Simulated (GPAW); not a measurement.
# Calculated records

```cif
data_linbo3
_symmetry_space_group_name_H-M 'R3c:H'
_symmetry_Int_Tables_number 161
_cell_length_a 5.1516
_cell_length_b 5.1516
_cell_length_c 13.8690
_cell_angle_alpha 90.000
_cell_angle_beta 90.000
_cell_angle_gamma 120.000
_cell_volume 318.76
loop_
_atom_site_label
_atom_site_type_symbol
_atom_site_symmetry_multiplicity
_atom_site_Wyckoff_symbol
_atom_site_fract_x
_atom_site_fract_y
_atom_site_fract_z
_atom_site_occupancy
Li1 Li 6 a 0.66667 0.33333 0.05183 1
Nb1 Nb 6 a 0.66667 0.33333 0.33328 1
O1 O 18 b 0.01050 0.38222 0.26991 1
_calc_subject 'LiNbO3 (R3c): G0W0 with GPAW, start to end'
_calc_method 'DFT, PBE, plane waves, PAW (and 1 further level or step)'
_calc_program 'GPAW 26.7.0'
_calc_settings_of_one_run 'cutoff 600 eV, GPAW PAW setups 1.2.1 data release, 4×4×4 k-mesh, nbands 95'
_calc_cost '3 runs, 3.1 min in all on 4 MPI ranks of Intel Xeon Platinum 8488C (Sapphire Rapids), shared host (the runs of this entry)'
_calc_notes 'The cell and positions come from the Crystallography Open Database and are kept as given unless a step says otherwise. Limits: no spin-orbit coupling. Bands and cutoff are finite, so the gap is not at the basis limit. The miss can reach some tenths of an eV and take either sign; the mesh is an error of its own.'
_calc_pbe_gap '3.58 eV, indirect (only 13 meV under the direct gap)'
_calc_g0w0_gap_on_the_mesh '5.64 eV'
_calc_gw_settings '4×4×4 mesh, 85 bands, screening to 50 eV, Godby-Needs plasmon pole'
_calc_known_limits 'not at the basis limit; no spin-orbit coupling'
```

[Paths, hosts, dates, memory and timing lines, banners, echoed tables and standing remarks are left out of the program output.]

[Logs are printed without paths, hosts, clocks, repeated set-up lines and the standing remarks that a program may print on its own settings, such as how far it seeks lower states.]

[Runs of the session that timed out or met a known fault of the program may be left out.]

[Hosts, paths, dates, database ids (printed as entryN), source tags and the programs' standing remarks are cut or masked in the printed files.]
